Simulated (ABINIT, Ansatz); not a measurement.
## CaAlSiH (P3m1): G0W0 with ABINIT, start to end

Wanted: ground state, empty states, screening and self-energy for CaAlSiH (P3m1).

Program: ABINIT 10.8.3. Level of theory: PBEsol and many-body steps on it, plane waves. Results are calculated unless marked as measured.

## 1. The structure

It takes space group P3m1 (No. 156, trigonal). The conventional cell has a = 4.143 Å, b = 4.143 Å, c = 4.698 Å, α = 90.00°, β = 90.00°, γ = 120.00°. Ca has 3 H at 2.42 Å and 3 Si at 3.14 Å nearest. Nearest to Al lie 1 H at 1.75 Å and 3 Si at 2.45 Å. Nearest to Si lie 3 Al at 2.45 Å and 3 Ca at 3.14 Å. H has 1 Al at 1.75 Å and 3 Ca at 2.42 Å nearest. Farther neighbours are not listed.

The cell and positions are those that the Materials Project relaxed with its own functionals (PBE, PBE+U or r2SCAN), kept fixed.

## 2. Ground state

This step: ABINIT 10.8.3; DFT, PBEsol, plane waves, norm-conserving pseudopotentials.

The ground-state density comes first.

run.abi

```
acell 3*1.0 Angstrom
rprim 
  4.143280229474 0.000000000031 0.000000000000
  -2.071640114764 3.588185933707 0.000000000000
  0.000000000000 0.000000000000 4.698226000000
ntypat 4
znucl 20 13 14 1
natom 4
typat 1 2 3 4
xred 
  0.000000000000 0.000000000000 0.999921000000
  0.666666666667 0.333333333333 0.457112000000
  0.333333333333 0.666666666667 0.565892000000
  0.666666666667 0.333333333333 0.083775000000
pp_dirpath "pseudos"
pseudos "Ca.upf, Al.upf, Si.upf, H.upf"
ecut 32
ngkpt 6 6 4
nshiftk 1
shiftk 0 0 0
kptopt 1
chksymbreak 0
nband 15
occopt 1
tolvrs 1e-10
nstep 60
prtwf 0
optforces 0
optstress 0
indata_prefix "in"
outdata_prefix "out"
tmpdata_prefix "tmp"
```

Command:

```sh
OMP_NUM_THREADS=1 mpirun -n 4 abinit run.abi > log
```

Numbers of over 12 decimals in the logs are rounded to 6 here.

Output:

```text
.Version 10.8.3 of ABINIT. v10.8.2 released Aug 2026.

 Symmetries : space group P3 m 1 (#156); Bravais hP (primitive hexag.)
================================================================================
 Values of the parameters that define the memory need of the present run
     intxc =       0    ionmov =       0      iscf =       7    lmnmax =       6
     lnmax =       6     mgfft =      48  mpssoang =       3    mqgrid =    3001
     natom =       4  nloc_mem =       1    nspden =       1   nspinor =       1
    nsppol =       1      nsym =       6    n1xccc =    2501    ntypat =       4
    occopt =       1   xclevel =       2
-    mband =          15        mffmem =           1         mkmem =           6
       mpw =        4092          nfft =       76800          nkpt =          24
================================================================================
  Rough estimation (10% accuracy) of disk space for files :
================================================================================

--------------------------------------------------------------------------------
------------- Echo of variables that govern the present computation ------------
--------------------------------------------------------------------------------
 -outvars: echo values of preprocessed input variables --------
            acell      1.8897261259E+00  1.8897261259E+00  1.8897261259E+00 Bohr

      chksymbreak           0
             ecut      3.20000000E+01 Hartree
-          fftalg         312

              ixc     -116133
              kpt      0.00000000E+00  0.00000000E+00  0.00000000E+00
                       1.66666667E-01  0.00000000E+00  0.00000000E+00
                       3.33333333E-01  0.00000000E+00  0.00000000E+00
                       5.00000000E-01  0.00000000E+00  0.00000000E+00
                       1.66666667E-01  1.66666667E-01  0.00000000E+00
                       3.33333333E-01  1.66666667E-01  0.00000000E+00
                       3.33333333E-01  3.33333333E-01  0.00000000E+00
                       0.00000000E+00  0.00000000E+00  2.50000000E-01
                       1.66666667E-01  0.00000000E+00  2.50000000E-01
   [... 13 further rows ...]
                       3.33333333E-01  1.66666667E-01  5.00000000E-01
                       3.33333333E-01  3.33333333E-01  5.00000000E-01
         kptrlatt        6    0    0      0    6    0      0    0    4
          kptrlen      3.55134417E+01
P           mkmem           6
            natom           4
            nband          15
            ngfft          40      40      48
             nkpt          24
            nstep          60
             nsym           6
           ntypat           4
              occ      2.000000  2.000000  2.000000  2.000000  2.000000  2.000000
                       2.000000  2.000000  2.000000  0.000000  0.000000  0.000000
[...]
optforces           0
        optstress           0
            prtwf           0
            rprim      4.1432802295E+00  3.1000000000E-11  0.0000000000E+00
[...]
spgroup         156

           tolvrs      1.00000000E-10

             xred      0.0000000000E+00  0.0000000000E+00  9.9992100000E-01
[...]
znucl       20.00000   13.00000   14.00000    1.00000

================================================================================

 chkinp: Checking input parameters for consistency.

================================================================================
== DATASET  1 ==================================================================
-   mpi_nproc: 4, omp_nthreads: 1 (-1 if OMP is not activated)

--- !DatasetInfo
iteration_state: {dtset: 1, }
dimensions: {natom: 4, nkpt: 24, mband: 15, nsppol: 1, nspinor: 1, nspden: 1, mpw: 4092, }
cutoff_energies: {ecut:  32.0, pawecutdg:  -1.0, }
electrons: {nelect:   1.80000000E+01, charge:   0.00000000E+00, occopt:   1.00000000E+00, tsmear:   1.00000000E-02, }

 Real(R)+Recip(G) space primitive vectors, cartesian coordinates (Bohr,Bohr^-1):
 R(1)=  7.8296649  0.0000000  0.0000000  G(1)=  0.1277194  0.0737388  0.0000000
 R(2)= -3.9148324  6.7806887  0.0000000  G(2)=  0.0000000  0.1474776  0.0000000
 R(3)=  0.0000000  0.0000000  8.8783604  G(3)=  0.0000000  0.0000000  0.1126334
 Unit cell volume ucvol=  4.7135677E+02 bohr^3
 Angles (23,13,12)=  9.00000000E+01  9.00000000E+01  1.20000000E+02 degrees

 getcut: wavevector=  0.0000  0.0000  0.0000  ngfft=  40  40  48
         ecut(hartree)=     32.000   => boxcut(ratio)=   2.00621

--- Pseudopotential description ------------------------------------------------
- Ca Generated using ONCVPSP code by D. R. Hamann
- 20.00000  10.00000  180301                  znucl, zion, pspdat
12 -116133 2 -1 1746                          pspcod,pspxc,lmax,lloc,mmax
     nproj     2     2     2
  pspatm : epsatm=   12.46101000
         --- l  ekb(1:nproj) -->
[...]
pspatm: atomic psp has been read  and splines computed

- Al Generated using ONCVPSP code by D. R. Hamann
- 13.00000   3.00000  180301                  znucl, zion, pspdat
12 -116133 2 -1 1876                          pspcod,pspxc,lmax,lloc,mmax
     nproj     2     2     2
  pspatm : epsatm=    0.68509285
         --- l  ekb(1:nproj) -->
[...]
pspatm: atomic psp has been read  and splines computed

- Si Generated using ONCVPSP code by D. R. Hamann
- 14.00000   4.00000  180301                  znucl, zion, pspdat
12 -116133 2 -1 1510                          pspcod,pspxc,lmax,lloc,mmax
     nproj     2     2     2
  pspatm : epsatm=    7.86468660
         --- l  ekb(1:nproj) -->
[...]
pspatm: atomic psp has been read  and splines computed

- H Generated using ONCVPSP code by D. R. Hamann
-  1.00000   1.00000  180301                  znucl, zion, pspdat
12 -116133 1 -1 1180                          pspcod,pspxc,lmax,lloc,mmax
     nproj     2     1     0
  pspatm : epsatm=    0.35585368
         --- l  ekb(1:nproj) -->
[...]
1   -0.494138
 pspatm: atomic psp has been read  and splines computed

   3.84599576E+02                                ecore*ucvol(ha*bohr**3)
--------------------------------------------------------------------------------

_setup2: Arith. and geom. avg. npw (full set) are    4075.465    4075.454

================================================================================

--- !BeginCycle
iteration_state: {dtset: 1, }
solver: {iscf: 7, nstep: 60, nline: 4, wfoptalg: 0, }
tolerances: {tolvrs: 1.00E-10, }

     iter   Etot(hartree)      deltaE(h)  residm     vres2
 ETOT  1  -45.791402271705    -4.579E+01 4.485E-02 8.032E+01
 ETOT  2  -45.828528318452    -3.713E-02 1.307E-01 8.945E+00
 ETOT  3  -45.829625889325    -1.098E-03 1.448E-02 2.704E-01
 ETOT  4  -45.829653299248    -2.741E-05 5.334E-03 1.492E-02
 ETOT  5  -45.829654787501    -1.488E-06 1.891E-03 6.191E-04
 ETOT  6  -45.829654891652    -1.042E-07 2.235E-03 4.361E-05
 ETOT  7  -45.829654898889    -7.236E-09 3.280E-03 2.006E-06
 ETOT  8  -45.829654899539    -6.499E-10 2.045E-03 1.124E-07
 ETOT  9  -45.829654899570    -3.122E-11 2.308E-03 6.071E-09
 ETOT 10  -45.829654899573    -3.197E-12 7.672E-04 4.680E-10
 ETOT 11  -45.829654899574    -7.532E-13 6.192E-04 6.147E-12

 At SCF step   11       vres2   =  6.15E-12 < tolvrs=  1.00E-10 =>converged.

--- !ResultsGS
iteration_state: {dtset: 1, }
comment   : Summary of ground state results
lattice_vectors:
- [  7.8296649,   0.0000000,   0.0000000, ]
- [ -3.9148324,   6.7806887,   0.0000000, ]
- [  0.0000000,   0.0000000,   8.8783604, ]
lattice_lengths: [   7.82966,    7.82966,    8.87836, ]
lattice_angles: [ 90.000,  90.000, 120.000, ] # degrees, (23, 13, 12)
lattice_volume:   4.7135677E+02
convergence: {deltae: -7.532E-13, res2:  6.147E-12, residm:  6.192E-04, diffor:  0.000E+00, }
etotal    :  -4.58296549E+01
entropy   :   0.00000000E+00
fermie    :   2.06185172E-01
cartesian_stress_tensor: null
pressure_GPa: null
xred      :
- [  0.0000E+00,   0.0000E+00,   9.9992E-01, Ca]
- [  6.6667E-01,   3.3333E-01,   4.5711E-01, Al]
- [  3.3333E-01,   6.6667E-01,   5.6589E-01, Si]
- [  6.6667E-01,   3.3333E-01,   8.3775E-02,  H]
cartesian_forces: null
force_length_stats: {min: null, max: null, mean: null, }

 Integrated electronic density in atomic spheres:
 ------------------------------------------------
 Atom  Sphere_radius  Integrated_density
[...]
4        2.00000          1.35752497
================================================================================

 ----iterations are completed or convergence reached----

 Mean square residual over all n,k,spin=   53.446E-07; max=  61.922E-05
 reduced coordinates (array xred) for    4 atoms
       0.000000000000      0.000000000000      0.999921000000
       0.666666666667      0.333333333333      0.457112000000
       0.333333333333      0.666666666667      0.565892000000
       0.666666666667      0.333333333333      0.083775000000
 rms dE/dt=  0.0000E+00; max dE/dt=  0.0000E+00; dE/dt below (all hartree)
    1       0.000000000000      0.000000000000      0.000000000000
    2       0.000000000000      0.000000000000      0.000000000000
    3       0.000000000000      0.000000000000      0.000000000000
    4       0.000000000000      0.000000000000      0.000000000000

 cartesian coordinates (angstrom) at end:
    1      0.000000     0.000000     4.697855
    2      2.071640     1.196062     2.147615
    3     -1.8e-11     2.392124     2.658689
    4      2.071640     1.196062     0.393594
 length scales=  1.889726125908  1.889726125908  1.889726125908 bohr
              =  1.000000000000  1.000000000000  1.000000000000 angstroms
 prteigrs : about to open file out_EIG
 Fermi (or HOMO) energy (hartree) =   0.20619   Average Vxc (hartree)=  -0.34645
 Eigenvalues (hartree) for nkpt=  24  k points:
 kpt#   1, nband= 15, wtk=  0.00694, kpt=  0.0000  0.0000  0.0000 (reduced coord)
  -1.30183   -0.60884   -0.60529   -0.60529   -0.16054    0.03870    0.13458    0.17197
   0.17197    0.25991    0.29923    0.29923    0.33070    0.33117    0.34895
 prteigrs : prtvol=0 or 1, do not print more k-points.

--- !EnergyTerms
iteration_state     : {dtset: 1, }
comment             : Components of total free energy in Hartree
kinetic             :  1.61805885062146E+01
hartree             :  9.93630439637125E+00
xc                  : -1.02338008611574E+01
Ewald energy        : -3.07918301066629E+01
psp_core            :  8.15941548547503E-01
local_psp           : -3.58805754062280E+01
non_local_psp       :  4.14371702334125E+00
total_energy        : -4.58296548995737E+01
total_energy_eV     : -1.24708844099232E+03
band_energy         : -5.75579115507407E+00

== END DATASET(S) ==============================================================
================================================================================

 -outvars: echo values of variables after computation  --------
           etotal     -4.5829654900E+01
            nband          15
             nkpt          24
          spgroup         156
 [... the other variables as echoed above ...]

 Calculation completed.
```

Wall time 26 s (4 MPI ranks of Intel Xeon Platinum 8259CL at 2.50GHz (Skylake/Cascade Lake), shared host); peak memory 0.36 GiB; 1.7 min of CPU time.

This step gave:

```yaml
total_energy: -1247.0884 eV
gap: 0.2893 eV
k_of_the_valence_top: 0, 0, 0.5
k_of_the_conduction_bottom: 0.5, 0, 0
least_direct_gap: 1.214 eV
```

The gap is indirect, with the least direct gap 0.93 eV higher.

## 3. Empty states on the mesh, 3×3×4 mesh, 130 bands

The sums over transitions need many empty states on a uniform mesh; this step solves for them.

run.abi, as its differences from that of step 2:

```diff
@@ -17,3 +17,3 @@
 ecut 32
-ngkpt 6 6 4
+ngkpt 3 3 4
 nshiftk 1
@@ -22,9 +22,10 @@
 chksymbreak 0
-nband 15
+irdden 1
+istwfk *1
+nband 130
+prtvol 0
+optdriver 6
+gwr_task "HDIAGO"
+paral_kgb 0
 occopt 1
-tolvrs 1e-10
-nstep 60
-prtwf 0
-optforces 0
-optstress 0
 indata_prefix "in"
```

Output:

```text
[banner, memory and clock lines left out]
.Version 10.8.3 of ABINIT. v10.8.2 released Aug 2026.

 Symmetries : space group P3 m 1 (#156); Bravais hP (primitive hexag.)
[... echo of the input left out ...]
== DATASET  1 ==================================================================
-   mpi_nproc: 4, omp_nthreads: 1 (-1 if OMP is not activated)

--- !DatasetInfo
iteration_state: {dtset: 1, }
dimensions: {natom: 4, nkpt: 10, mband: 130, nsppol: 1, nspinor: 1, nspden: 1, mpw: 4092, }
cutoff_energies: {ecut:  32.0, pawecutdg:  -1.0, }
electrons: {nelect:   1.80000000E+01, charge:   0.00000000E+00, occopt:   1.00000000E+00, tsmear:   1.00000000E-02, }

.Using double precision arithmetic; gwpc =  8

- Reading GS density from: in_DEN

--- Pseudopotential description ------------------------------------------------
- Ca Generated using ONCVPSP code by D. R. Hamann
- 20.00000  10.00000  180301                  znucl, zion, pspdat
12 -116133 2 -1 1746                          pspcod,pspxc,lmax,lloc,mmax
     nproj     2     2     2
  pspatm : epsatm=   12.46101000
         --- l  ekb(1:nproj) -->
             0   10.054847    0.973777
             1    2.998958    0.458102
             2   -3.447298   -1.091650
 pspatm: atomic psp has been read  and splines computed

- Al Generated using ONCVPSP code by D. R. Hamann
- 13.00000   3.00000  180301                  znucl, zion, pspdat
12 -116133 2 -1 1876                          pspcod,pspxc,lmax,lloc,mmax
     nproj     2     2     2
  pspatm : epsatm=    0.68509285
         --- l  ekb(1:nproj) -->
[...]
pspatm: atomic psp has been read  and splines computed

- Si Generated using ONCVPSP code by D. R. Hamann
- 14.00000   4.00000  180301                  znucl, zion, pspdat
12 -116133 2 -1 1510                          pspcod,pspxc,lmax,lloc,mmax
     nproj     2     2     2
  pspatm : epsatm=    7.86468660
         --- l  ekb(1:nproj) -->
[...]
2   -2.267219   -0.458043
 pspatm: atomic psp has been read  and splines computed

- H Generated using ONCVPSP code by D. R. Hamann
-  1.00000   1.00000  180301                  znucl, zion, pspdat
12 -116133 1 -1 1180                          pspcod,pspxc,lmax,lloc,mmax
     nproj     2     1     0
  pspatm : epsatm=    0.35585368
         --- l  ekb(1:nproj) -->
             0   -1.674911   -0.523609
             1   -0.494138
 pspatm: atomic psp has been read  and splines computed

   3.84599576E+02                                ecore*ucvol(ha*bohr**3)

 Total charge density [el/Bohr^3]
)     Maximum=    7.5486E-01  at reduced coord.    0.9750    0.9000    0.0208
)     Minimum=    2.0005E-03  at reduced coord.    0.3250    0.6500    0.5625
   Integrated=    1.8000E+01

 === KS gaps after direct diagonalization ===
 Indirect band gap semiconductor
 Fundamental gap:     0.573 (eV)
   VBM:     5.611 (eV) at k: [ 0.0000E+00,  0.0000E+00,  5.0000E-01]
   CBM:     6.183 (eV) at k: [-3.3333E-01,  0.0000E+00,  2.5000E-01]
 Direct gap:         1.365 (eV) at k: [ 0.0000E+00,  0.0000E+00,  5.0000E-01]

== END DATASET(S) ==============================================================

 -outvars: echo values of variables after computation  --------
           etotal      0.0000000000E+00
            nband         130
             nkpt          10
          spgroup         156
 [... the other variables as echoed above ...]

 Calculation completed.
```

It took 2.5 min on 4 MPI ranks; peak memory 3.8 GiB; 10 min of CPU time.

Numbers from this step:

| Quantity | Value |
| --- | --- |
| gap | 0.5729 eV |
| k of the valence top | 0, 0, 0.5 |
| k of the conduction bottom | -0.3333, 0, 0.25 |
| least direct gap | 1.365 eV |
| k points computed | 10 |
| lowest point of the top converged band, above the valence top | 67.2175 eV |

On this mesh the gap is 0.573 eV. The earlier step found 0.289 eV, so this mesh misses an edge.

## 4. Screening, 3×3×4 mesh, 122 bands, screening to 176.9 eV

The RPA dielectric matrix is built and inverted for each q.

This step: RPA screening on PBEsol, plane waves, norm-conserving pseudopotentials.

run.abi, as its differences from that of step 3:

```diff
@@ -22,10 +22,11 @@
 chksymbreak 0
-irdden 1
 istwfk *1
-nband 130
-prtvol 0
-optdriver 6
-gwr_task "HDIAGO"
-paral_kgb 0
 occopt 1
+irdwfk 1
+optdriver 3
+nband 122
+ecuteps 6.5
+inclvkb 2
+awtr 1
+symchi 1
 indata_prefix "in"
```

Output:

```text
.Version 10.8.3 of ABINIT. v10.8.2 released Aug 2026.

 Symmetries : space group P3 m 1 (#156); Bravais hP (primitive hexag.)
[... echo of the input left out ...]
== DATASET  1 ==================================================================
-   mpi_nproc: 4, omp_nthreads: 1 (-1 if OMP is not activated)

--- !DatasetInfo
iteration_state: {dtset: 1, }
dimensions: {natom: 4, nkpt: 10, mband: 122, nsppol: 1, nspinor: 1, nspden: 1, mpw: 4092, }
cutoff_energies: {ecut:  32.0, pawecutdg:  -1.0, }
electrons: {nelect:   1.80000000E+01, charge:   0.00000000E+00, occopt:   1.00000000E+00, tsmear:   1.00000000E-02, }

 SCREENING: Calculation of the susceptibility and dielectric matrices

 Based on a program developped by R.W. Godby, V. Olevano, G. Onida, and L. Reining.
 Incorporated in ABINIT by V. Olevano, G.-M. Rignanese, and M. Torrent.
.Using double precision arithmetic ; gwpc =  8

[... cell and pseudopotentials left out ...]
--------------------------------------------------------------------------------

 ==== K-mesh for the wavefunctions ====
 Number of points in the irreducible wedge :    10
[... list of points left out ...]
 Together with  6 symmetry operations and time-reversal symmetry
 yields    36 points in the full Brillouin Zone.

 ==== Q-mesh for the screening function ====
 Number of points in the irreducible wedge :    10
[... list of points left out ...]
 Together with  6 symmetry operations and time-reversal symmetry
 yields    36 points in the full Brillouin Zone.

 setmesh: FFT mesh size selected  =    25x   25x   36
          total number of points  =        22500

 vcoul_init : cutoff-mode = AUXILIARY_FUNCTION
 q-points for optical limit:   1
     1)      0.000010    0.000020    0.000030

- screening: taking advantage of time-reversal symmetry
- Maximum band index for partially occupied states nbvw = 9
- Remaining bands to be divided among processors   nbcw = 113
- Number of bands treated by each node ~28

 Number of electrons calculated from density =   18.0000; Expected =   18.0000
 average of density, n =  0.038188
 r_s =    1.8422
 omega_plasma =   18.8502 [eV]

 calculating chi0 at frequencies [eV] :
  1    0.000000E+00    0.000000E+00
  2    0.000000E+00    1.885024E+01

--------------------------------------------------------------------------------
  q-point number  1        q = ( 0.000000, 0.000000, 0.000000) [r.l.u.]
--------------------------------------------------------------------------------
[... chi0 elements left out ...]
 For q-point:  0.000010 0.000020 0.000030
  dielectric constant =  21.4555
  dielectric constant without local fields =  24.2313

  Average fulfillment of the sum rule on Im[epsilon] for q-point    1 :     76.93  [%]
[... wings left out ...]
  q-point number  2        q = ( 0.333333, 0.000000, 0.000000) [r.l.u.]
--------------------------------------------------------------------------------
[... chi0 elements left out ...]
  Average fulfillment of the sum rule on Im[epsilon] for q-point    2 :     80.70  [%]

 [... 8 further q-points ...]
```

Run time: 44 s. Hardware: 4 MPI ranks; peak memory 0.93 GiB; 2.9 min of CPU time.

Numbers from this step:

```yaml
eps_infinity_with_local_fields_on_this_mesh_along_the_program_s_q_direction: 21.46
the_same_without_local_fields: 24.23
plasma_frequency: 18.85 eV
plane_waves_in_the_screening_matrix: 365
```

Local fields lower ε∞ by 11 %. On a Γ-centred mesh this coarse the value itself is usually too large, while a short band sum pulls it down.

(Part 1 of 2 ends here.)

[Paths, hosts, dates, memory and timing lines, banners, echoed tables and standing remarks are left out of the program output.]

[Logs are printed without paths, hosts, clocks, repeated set-up lines and the standing remarks that a program may print on its own settings, such as how far it seeks lower states.]

[Runs of the session that timed out or met a known fault of the program may be left out.]

[Hosts, paths, dates, database ids (printed as entryN), source tags and the programs' standing remarks are cut or masked in the printed files.]

[G0W0 gaps are taken among the corrected bands and points alone; a level outside them can change the order at an edge.]

[Where Ansatz stands beside ABINIT at settings called matched, ABINIT's density can come from a denser mesh and the files from another edition; pairs whose starting gaps differed by over 0.03 eV were left out, so agreement reads better than it is.]
